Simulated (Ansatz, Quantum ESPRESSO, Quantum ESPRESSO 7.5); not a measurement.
## Ru(0001), 4 layers, one monolayer of C on top sites: vacuum level and surface dipole

Aim: the work function of each face of Ru(0001), 4 layers, one monolayer of C on top sites, and how it moves with functional, pseudopotentials and boundary condition.

Program: Quantum ESPRESSO 7.5. Level of theory: plane-wave DFT, PBE, GBRV ultrasoft pseudopotentials (geometry and cross-check by Ansatz 0.2.0 with PAW datasets; geometry under PBE). Results are calculated unless marked as measured.

This is a report of a sequence of runs, with most program output left out.

### Step 1. The starting structure

The cell holds 5 atoms: 4 Ru and 1 C. Its edges and angles: a = 2.700 Å, b = 2.700 Å, c = 25.415 Å, α = 90.0°, β = 90.0°, γ = 60.0°. It derives from Ru. Vacuum lies along c.

### Step 2. Geometry from Ansatz

A relaxation in Ansatz fixes the structure of this slab for the runs on it.

The input, input.yaml:

```yaml
crystal:
  lattice:
    - [2.7, 0.0, 0.0]
    - [1.35, 2.3382685902, 0.0]
    - [0.0, 0.0, 25.4152]
  atoms:
    - { symbol: Ru, position: [0.6666666667, 0.6666666667, 0.3265762221] }
    - { symbol: Ru, position: [0.0, 0.0, 0.4107148478] }
    - { symbol: Ru, position: [0.6666666667, 0.6666666667, 0.4948534735] }
    - { symbol: Ru, position: [0.0, 0.0, 0.5789920992] }
    - { symbol: C, position: [0.0, 0.0, 0.666341402] }
kpoints:
  mp_grid: { grid: [12, 12, 1] }
hamiltonian:
  xc: pbe
scf:
  occupations: { method: fermi_dirac, width: 0.1 }
  convergence: { dr2_threshold: 1.0e-08 }
efield:
  axis: 3
  dipole_correction: true
  ramp_position: 0.97
  ramp_width: 0.04
relax:
  f_tol: 0.01
  constraints: [{ sites: [0, 1] }]
output:
  write_potential: true
  write_density: true
  volumetric_format: npy
```

Command:

```sh
$ ansatz run input.yaml --threads 4 --pin off --max-ram 8192MiB --backend cpu --events-out ev --progress --plain --runs-dir out
```

It took 24 s on 4 threads of Arm Neoverse V2, shared host; peak memory 0.47 GiB; 94 s of CPU time.

The steps of the relaxation:

```csv
step,energy less that of the first step (eV),largest force component (eV/Å)
1,0.0000,2.5038
2,-0.6936,3.1760
3,-0.9344,5.3115
4,-1.2133,1.0295
5,-1.2407,0.5119
6,-1.2530,0.0124
7,-1.2530,0.0005
```

Forces are held to the 6 operations that the run works with; a distortion that breaks them can't arise in this run.

The atoms that moved most (Å):

```csv
atom,dx,dy,dz,length
C5,0.000,0.000,-0.321,0.321
Ru4,0.000,0.000,0.198,0.198
Ru3,0.000,0.000,-0.047,0.047
```

The relaxation lowers the energy by 251 meV an atom. Held were the atoms numbered 1 and 2; the forces quoted are those on the free ones.

This step gave:

* free energy: -23760.5605 eV
* energy at zero smearing: -23760.5061 eV
* smearing term TS: 0.1087 eV
* Fermi energy: 4.664 eV
* symmetry operations: 6
* work function of the upper face: 7.026 eV
* work function of the lower face: 5.095 eV
* dipole along the normal: -0.06738 e·Å

### Step 3. Self-consistent run

The two faces differ, so the slab has a dipole. tefield with eamp = 0 and dipfield cancel the false field of the periodic images; the ramp (emaxpos, eopreg) must lie in the vacuum. pw.x drops all symmetry for this, which costs k-points.

Level of this step: plane-wave DFT, PBE, GBRV ultrasoft pseudopotentials (Quantum ESPRESSO 7.5).

The input, scf.in:

```
&control
  prefix = 'scf'
  outdir = './out'
  pseudo_dir = './pseudo'
  calculation = 'scf'
  tprnfor = .true.
  tefield = .true.
  dipfield = .true.
/
&system
  ibrav = 0
  nat = 5
  ntyp = 2
  ecutwfc = 40
  ecutrho = 200
  occupations = 'smearing'
  smearing = 'mv'
  degauss = 0.02
  edir = 3
  emaxpos = 0.97
  eopreg = 0.04
  eamp = 0.0
/
&electrons
  conv_thr = 1e-07
  mixing_beta = 0.4
  electron_maxstep = 120
  mixing_mode = 'local-TF'
/
ATOMIC_SPECIES
  Ru  101.0700  ru_pbe_v1.2.uspp.F.UPF
  C   12.0110  c_pbe_v1.2.uspp.F.UPF
CELL_PARAMETERS angstrom
  2.69999999998962 0.00000000000000 0.00000000000000
  1.34999999999481 2.33826859020899 0.00000000000000
  0.00000000000000 0.00000000000000 25.41520000000000
ATOMIC_POSITIONS crystal
  Ru  0.666666666667 0.666666666667 0.326576222100
  Ru  0.000000000000 0.000000000000 0.410714847800
  Ru  0.666666666667 0.666666666667 0.493002248655
  Ru  0.000000000000 0.000000000000 0.586779057811
  C   -0.000000000000 0.000000000000 0.653723742856
K_POINTS automatic
  12 12 1 0 0 0
```

Command:

```sh
$ OMP_NUM_THREADS=1 mpirun -n 4 pw.x -nk 4 -in scf.in > scf.out
```

Elapsed: 15 min, on 4 MPI ranks; peak memory 0.66 GiB.

Numbers from this step:

```
free energy             : -10723.2208 eV
Fermi energy            : 4.717 eV
dipole along the normal : -0.06743 e·Å
```

The run needed 98 iterations to bring the estimated error under 1e-07 Ry; the largest force on any atom, held or free, is 0.61 eV/Å.

### Step 4. Potential by pp.x

plot_num = 11 writes the bare and Hartree potential. It leaves out exchange and correlation, which fade slowly, so it flattens close to the surface.

The input, pot.in:

```
&inputpp
  prefix = 'scf'
  outdir = './out'
  filplot = 'pot.dat'
  plot_num = 11
/
```

Command:

```sh
$ OMP_NUM_THREADS=1 mpirun -n 4 pp.x -in pot.in > pot.out
```

Elapsed: 0.84 s, on 4 MPI ranks; peak memory 0.09 GiB; 3 s of CPU time.

Numbers from this step:

- work function of the upper face: 7.063 eV
- slope of the potential above: 2.13e-5 eV/Å
- upper vacuum line continued to the top atoms, over the Fermi level: 7.063 eV
- work function of the lower face: 5.130 eV
- slope of the potential below: -1.65e-4 eV/Å
- lower vacuum line continued to the bottom atoms, over the Fermi level: 5.129 eV

Electrostatic potential energy of an electron, with the sawtooth; zero at the Fermi level. Potential energy, planar mean against z:

z (Å), potential energy, planar mean (eV) and a bar from the least value:
```
      0.0        5.6 #############################
      0.5        5.1 #############################
      1.0        5.1 #############################
      1.5        5.1 #############################
      2.0        5.1 #############################
      2.5        5.1 #############################
      3.0        5.1 #############################
      3.5        5.1 #############################
      4.0        5.1 #############################
      4.5        5.1 #############################
      5.0        5.1 #############################
      5.5        5.1 #############################
      6.0        4.9 #############################
      6.5        4.4 #############################
      7.0        2.7 ############################
      7.5       -3.7 ########################
      8.0      -33.0 ########
      8.5      -40.8 ####
      9.0       -7.0 ######################
      9.5       -2.6 #########################
     10.0      -22.0 ##############
     10.5      -48.4 
     11.0      -13.7 ###################
     11.5       -2.5 #########################
     12.0      -15.2 ##################
     12.5      -48.2 
     13.0      -19.1 ################
     13.5       -1.4 #########################
     14.0       -1.9 #########################
     14.5      -23.5 #############
     15.0      -47.1 #
     15.5      -11.4 ####################
     16.0       -1.3 #########################
     16.5       -9.3 #####################
     17.0       -2.8 #########################
     17.5        5.0 #############################
     18.0        6.7 ##############################
     18.5        7.0 ##############################
     19.0        7.0 ##############################
     19.5        7.1 ##############################
     20.0        7.1 ##############################
     20.5        7.1 ##############################
     21.0        7.1 ##############################
     21.5        7.1 ##############################
     22.0        7.1 ##############################
     22.5        7.1 ##############################
     23.0        7.1 ##############################
     23.5        7.1 ##############################
     24.0        7.1 ##############################
     24.5        7.1 ##############################
     25.0        6.4 ##############################
```

Electrostatic potential energy in the ca plane at fractional y = 0.000, with atoms of Ru and C within 0.2 Å of it. With pseudopotentials it is smooth inside the atoms' cores, unlike the true potential.

Ten even steps from '0' (-166 eV) to '9' (7 eV), each cell a mean:
```
99999840058999999961038856899999999999999999
99999975589999999985478988999999999999999999
98899998899988899998899999999999999999999999
88889999999988899999999999999999999999999999
98899999999988899999999999999999999999999999
99999987789999999987789999999999999999999999
99999851168999999972048867999999999999999999
99999820048999999840017745899999999999999999
```
Columns run along c (16.0 Å, from fractional 0.31 to 0.94 of the cell; values clipped at the 3rd and 97th percentile), rows up along a (2.7 Å). Atoms in or near the plane, at fractional coordinates: Ru at (0.41, 0.00), Ru at (0.59, 0.00), C at (0.65, 0.00).

The vacuum is flat to 0.2 meV/Å, so its level is well defined. Inside the slab the curve depends on the local part of the pseudopotentials; only the vacuum level has a meaning of its own.

### Step 5. Density by pp.x

plot_num = 0 writes the valence density.

The input, rho.in:

```
&inputpp
  prefix = 'scf'
  outdir = './out'
  filplot = 'rho.dat'
  plot_num = 0
/
```

Command:

```sh
$ OMP_NUM_THREADS=1 mpirun -n 4 pp.x -in rho.in > rho.out
```

Elapsed: 0.84 s, on 4 MPI ranks; peak memory 0.1 GiB; 3 s of CPU time.

This step gave:

| Item | Value |
| --- | --- |
| electrons by integration | 68.00 e |

Mean over planes. The valence density, planar mean by z:

```csv
z (Å),"valence density, planar mean (e/Å³)"
4.5,1.5e-4
5.0,5.5e-4
5.5,0.00194
6.0,0.00684
6.5,0.0242
7.0,0.0854
7.5,0.404
8.0,1.90
8.5,2.01
9.0,0.665
9.5,0.401
10.0,1.46
10.5,1.99
11.0,1.03
11.5,0.402
12.0,1.14
12.5,1.97
13.0,1.34
13.5,0.305
14.0,0.339
14.5,1.56
15.0,1.98
15.5,0.932
16.0,0.458
16.5,0.461
17.0,0.386
17.5,0.117
18.0,0.0240
18.5,0.00465
19.0,9.1e-4
19.5,1.8e-4
```

Valence density in the ca plane at fractional y = 0.000, with atoms of Ru and C within 0.2 Å of it. It is the smooth field of the valence electrons, not physical close to the nuclei.

Values in e/Å³, 5 rows by 16 columns, each cell a mean:
```
0.3 0.4 4.7 3.4 0.4 0.3 1.9 5.9 1.5 0.9 0.1 0.0 0.0 0.0 0.0 0.0
0.8 0.5 1.0 0.7 0.7 0.6 0.4 1.2 0.4 0.3 0.0 0.0 0.0 0.0 0.0 0.0
1.3 0.6 0.4 0.4 1.0 0.9 0.3 0.4 0.2 0.1 0.0 0.0 0.0 0.0 0.0 0.0
0.6 0.4 2.3 1.5 0.5 0.5 0.8 2.9 0.7 0.5 0.0 0.0 0.0 0.0 0.0 0.0
0.3 0.4 3.9 3.8 0.4 0.3 2.6 4.7 1.9 1.1 0.1 0.0 0.0 0.0 0.0 0.0
```
Columns run along c (16.0 Å, from fractional 0.31 to 0.94 of the cell), rows up along a (2.7 Å). Atoms in or near the plane, at fractional coordinates: Ru at (0.41, 0.00), Ru at (0.59, 0.00), C at (0.65, 0.00).

The density integrates to 68.000 electrons, as the 68 of the input ask.

### Step 6. Projections on atomic orbitals

Projections on atomic orbitals tell which layers and orbitals hold the states near the zero of energy.

The input, pdos.in:

```
&projwfc
  prefix = 'scf'
  outdir = './out'
  filpdos = 'pdos'
  Emin = -3.283
  Emax = 8.717
  DeltaE = 0.1
  ngauss = 0
  degauss = 0.01
/
```

Command:

```sh
$ OMP_NUM_THREADS=1 mpirun -n 4 projwfc.x -in pdos.in > pdos.out
```

Elapsed: 2.4 s, on 4 MPI ranks; peak memory 0.21 GiB; 9.9 s of CPU time.

Read from the output:

* spilling of the projection: 0.0017

Projected DOS an atom over height of the atomic layer and energy from the Fermi level. Columns are the atomic layers from the bottom up.

Ten even steps from '_' (0.00 states/eV) to '@' (2.68 states/eV), each cell a mean:
```
++**++::..
##==++::..
==----::..
==::--::..
##::++--::
++--====::
++--==**--
@@++++**::
++**++++..
++++**++..
----==--__
++++**++..
==++====__
::--::++__
==++==++..
--##++==..
..**==::__
__....____
__________
__________
__________
__________
```
Columns: height of the atomic layer (Å) from 8.3 to 16.6 (not evenly spaced); rows upwards: energy from the Fermi level (eV) from -8.00 to 1.20.

The atomic orbitals miss 0.2 % of the occupied states; for empty states the projections can miss much more.

### Step 7. SCF with pw.x: open boundaries by the effective screening medium

The effective screening medium with bc1 puts vacuum on both sides and removes the images along the normal. The slab must sit about z = 0, symmetry is kept, and the .esm1 file holds the planar potential.

The input, esm.in:

```
&control
  prefix = 'esm'
  outdir = './out'
  pseudo_dir = './pseudo'
  calculation = 'scf'
  tprnfor = .true.
/
&system
  ibrav = 0
  nat = 5
  ntyp = 2
  ecutwfc = 40
  ecutrho = 200
  occupations = 'smearing'
  smearing = 'mv'
  degauss = 0.02
  assume_isolated = 'esm'
  esm_bc = 'bc1'
/
&electrons
  conv_thr = 1e-07
  mixing_beta = 0.4
  electron_maxstep = 120
  mixing_mode = 'local-TF'
/
ATOMIC_SPECIES
  Ru  101.0700  ru_pbe_v1.2.uspp.F.UPF
  C   12.0110  c_pbe_v1.2.uspp.F.UPF
CELL_PARAMETERS angstrom
  2.69999999998962 0.00000000000000 0.00000000000000
  1.34999999999481 2.33826859020899 0.00000000000000
  0.00000000000000 0.00000000000000 25.41520000000000
ATOMIC_POSITIONS crystal
  Ru  0.666666666667 0.666666666667 -0.163573760378
  Ru  0.000000000000 0.000000000000 -0.079435134678
  Ru  0.666666666667 0.666666666667 0.002852266177
  Ru  0.000000000000 0.000000000000 0.096629075333
  C   -0.000000000000 0.000000000000 0.163573760378
K_POINTS automatic
  12 12 1 0 0 0
```

Command:

```sh
$ OMP_NUM_THREADS=1 mpirun -n 4 pw.x -nk 4 -in esm.in > esm.out
```

Wall time 2.7 min (4 MPI ranks); peak memory 0.52 GiB; 11 min of CPU time.

This step gave:

* free energy: -10723.2207 eV
* Fermi energy: -6.096 eV
* vacuum line at the lower end of the cell, over the Fermi level: 5.136 eV
* vacuum line at the upper end of the cell, over the Fermi level: 7.056 eV

Electrostatic potential energy of an electron; zero at the Fermi level. Potential energy, planar mean against z:

```csv
z (Å),"potential energy, planar mean (eV)"
-12.5,5.14
-12.0,5.14
-11.5,5.14
-11.0,5.14
-10.5,5.14
-10.0,5.14
-9.5,5.14
-9.0,5.14
-8.5,5.13
-8.0,5.13
-7.5,5.12
-7.0,5.09
-6.5,4.96
-6.0,4.52
-5.5,2.98
-5.0,-2.70
-4.5,-29.4
-4.0,-43.4
-3.5,-8.31
-3.0,-2.30
-2.5,-19.0
-2.0,-48.7
-1.5,-16.2
-1.0,-2.56
-0.5,-12.6
0.0,-47.9
0.5,-22.3
1.0,-1.95
1.5,-1.46
2.0,-20.3
2.5,-48.6
3.0,-14.1
3.5,-1.09
4.0,-8.67
4.5,-3.98
5.0,4.68
5.5,6.60
6.0,6.96
6.5,7.04
7.0,7.05
7.5,7.06
8.0,7.06
8.5,7.06
9.0,7.06
9.5,7.06
10.0,7.06
10.5,7.06
11.0,7.06
11.5,7.06
12.0,7.06
12.5,7.06
```

The vacuum levels are read from the outermost 0.7 Å of the cell on either side.

The run needed 69 iterations to bring the estimated error under 1e-07 Ry; the largest force on any atom, held or free, is 0.61 eV/Å.

The upper level is 7.056 eV against 7.063 eV from the periodic run.

### Step 8. SCF with pw.x: RPBE, GBRV ultrasoft

The geometry stays; functional or pseudopotentials change.

Level of this step: plane-wave DFT, RPBE, GBRV ultrasoft pseudopotentials made under PBE (Quantum ESPRESSO 7.5). input_dft overrides the functional of the files.

gbrv-rpbe.in, as its differences from the input of step 7:

```diff
@@ -1,3 +1,3 @@
 &control
-  prefix = 'esm'
+  prefix = 'gbrv-rpbe'
   outdir = './out'
@@ -13,2 +13,3 @@
   ecutrho = 200
+  input_dft = 'rpbe'
   occupations = 'smearing'
```

Command:

```sh
$ OMP_NUM_THREADS=1 mpirun -n 4 pw.x -nk 4 -in gbrv-rpbe.in > gbrv-rpbe.out
```

The job ended after 2.6 min (4 MPI ranks; peak memory 0.52 GiB; 10 min of CPU time).

Read from the output:

```
free energy                                                    : -10725.3953 eV
Fermi energy                                                   : -5.97 eV
vacuum line at the lower end of the cell, over the Fermi level : 4.958 eV
vacuum line at the upper end of the cell, over the Fermi level : 6.982 eV
```

The potential energy, planar mean oscillates, so the rows of the table below give means over windows of 2.26 Å about each position, cut where the curve ends. Its maxima inside the range that stand out by 2 % of the span (Å: eV): -3.0: -2.02, -1.0: -2.62, 1.2: -0.240, 3.5: -1.13. Its minima: -4.2: -48.7, -2.0: -49.3, 0.1: -48.7, 2.5: -48.9, 4.2: -9.88.

Electrostatic potential energy of an electron; zero at the Fermi level. Potential energy, planar mean against z; means over each step:

```csv
z (Å),"potential energy, planar mean (eV)"
-11.52,4.96
-9.26,4.96
-7.00,4.81
-4.74,-16.6
-2.48,-19.9
-0.22,-19.6
2.04,-18.6
4.30,-1.82
6.56,6.90
8.82,6.98
11.08,6.98
```

The upper face goes from 7.056 eV (PBE, GBRV) to 6.982 eV, a change of -0.074 eV.

### Step 9. Ground state: PBEsol, GBRV ultrasoft

Level of this step: plane-wave DFT, PBEsol, GBRV ultrasoft pseudopotentials (Quantum ESPRESSO 7.5).

gbrv-pbesol.in, as its differences from the input of step 8:

```diff
@@ -1,3 +1,3 @@
 &control
-  prefix = 'gbrv-rpbe'
+  prefix = 'gbrv-pbesol'
   outdir = './out'
@@ -13,3 +13,2 @@
   ecutrho = 200
-  input_dft = 'rpbe'
   occupations = 'smearing'
@@ -27,4 +26,4 @@
 ATOMIC_SPECIES
-  Ru  101.0700  ru_pbe_v1.2.uspp.F.UPF
-  C   12.0110  c_pbe_v1.2.uspp.F.UPF
+  Ru  101.0700  ru_pbesol_v1.2.uspp.F.UPF
+  C   12.0110  c_pbesol_v1.2.uspp.F.UPF
 CELL_PARAMETERS angstrom
```

Command:

```sh
$ OMP_NUM_THREADS=1 mpirun -n 4 pw.x -nk 4 -in gbrv-pbesol.in > gbrv-pbesol.out
```

The job ended after 2.6 min (4 MPI ranks; peak memory 0.5 GiB).

Numbers from this step:

- free energy: -10721.9835 eV
- Fermi energy: -6.179 eV
- vacuum line at the lower end of the cell, over the Fermi level: 5.254 eV
- vacuum line at the upper end of the cell, over the Fermi level: 7.104 eV

Electrostatic potential energy of an electron; zero at the Fermi level. The potential energy, planar mean by z:

```csv
z (Å),"potential energy, planar mean (eV)"
-12.5,5.25
-12.0,5.25
-11.5,5.25
-11.0,5.25
-10.5,5.25
-10.0,5.25
-9.5,5.25
-9.0,5.25
-8.5,5.25
-8.0,5.25
-7.5,5.24
-7.0,5.21
-6.5,5.09
-6.0,4.65
-5.5,3.12
-5.0,-2.58
-4.5,-29.4
-4.0,-43.3
-3.5,-8.16
-3.0,-2.12
-2.5,-18.9
-2.0,-48.6
-1.5,-16.0
-1.0,-2.37
-0.5,-12.4
0.0,-47.8
0.5,-22.2
1.0,-1.76
1.5,-1.26
2.0,-20.2
2.5,-48.5
3.0,-14.0
3.5,-0.966
4.0,-8.64
4.5,-3.99
5.0,4.72
5.5,6.65
6.0,7.01
6.5,7.09
7.0,7.10
7.5,7.10
8.0,7.10
8.5,7.10
9.0,7.10
9.5,7.10
10.0,7.10
10.5,7.10
11.0,7.10
11.5,7.10
12.0,7.10
12.5,7.10
```

The upper face goes from 7.056 eV (PBE, GBRV) to 7.104 eV, a change of +0.048 eV.

### Step 10. Self-consistent run: PBE, SG15 norm-conserving

Level of this step: plane-wave DFT, PBE, SG15 norm-conserving pseudopotentials (Quantum ESPRESSO 7.5).

sg15-pbe.in, as its differences from the input of step 9:

```diff
@@ -1,3 +1,3 @@
 &control
-  prefix = 'gbrv-pbesol'
+  prefix = 'sg15-pbe'
   outdir = './out'
@@ -11,4 +11,4 @@
   ntyp = 2
-  ecutwfc = 40
-  ecutrho = 200
+  ecutwfc = 60
+  ecutrho = 240
   occupations = 'smearing'
@@ -26,4 +26,4 @@
 ATOMIC_SPECIES
-  Ru  101.0700  ru_pbesol_v1.2.uspp.F.UPF
-  C   12.0110  c_pbesol_v1.2.uspp.F.UPF
+  Ru  101.0700  Ru_ONCV_PBE-1.2.upf
+  C   12.0110  C_ONCV_PBE-1.2.upf
 CELL_PARAMETERS angstrom
```

Command:

```sh
$ OMP_NUM_THREADS=1 mpirun -n 4 pw.x -nk 4 -in sg15-pbe.in > sg15-pbe.out
```

Run time: 2.4 min. Hardware: 4 MPI ranks; peak memory 0.53 GiB; 9.6 min of CPU time.

Read from the output:

```
free energy                                                    : -10417.3631 eV
Fermi energy                                                   : -6.096 eV
vacuum line at the lower end of the cell, over the Fermi level : 5.124 eV
vacuum line at the upper end of the cell, over the Fermi level : 7.068 eV
```

The potential energy, planar mean oscillates, so the rows of the table below give means over windows of 2.22 Å about each position, cut where the curve ends. Its maxima inside the range that stand out by 2 % of the span (Å: eV): -3.1: -1.92, -0.9: -2.50, 1.3: -0.115, 3.5: -1.06. Its minima: -4.1: -34.6, -2.0: -35.2, 0.1: -34.8, 2.4: -34.9, 4.1: -12.0.

Electrostatic potential energy of an electron; zero at the Fermi level. Table of potential energy, planar mean by z; means over each step:

```csv
z (Å),"potential energy, planar mean (eV)"
-11.60,5.12
-9.38,5.12
-7.16,5.03
-4.94,-10.6
-2.72,-16.2
-0.50,-16.3
1.72,-13.7
3.94,-5.13
6.16,6.79
8.38,7.07
10.60,7.07
```

The upper face goes from 7.056 eV (PBE, GBRV) to 7.068 eV, a change of +0.012 eV, a small one, from the pseudopotentials and their cutoffs.

[end of part 1 of 2]

[Logs are printed without paths, hosts, clocks, repeated set-up lines and the standing remarks that a program may print on its own settings, such as how far it seeks lower states.]

[Hosts, paths, dates, database ids (printed as entryN), source tags and the programs' standing remarks are cut or masked in the printed files.]

[Maps of the electrostatic potential energy from Ansatz leave out the sawtooth potential of an applied field or a dipole correction, so their vacuum need not be flat; planar profiles and work functions include it.]
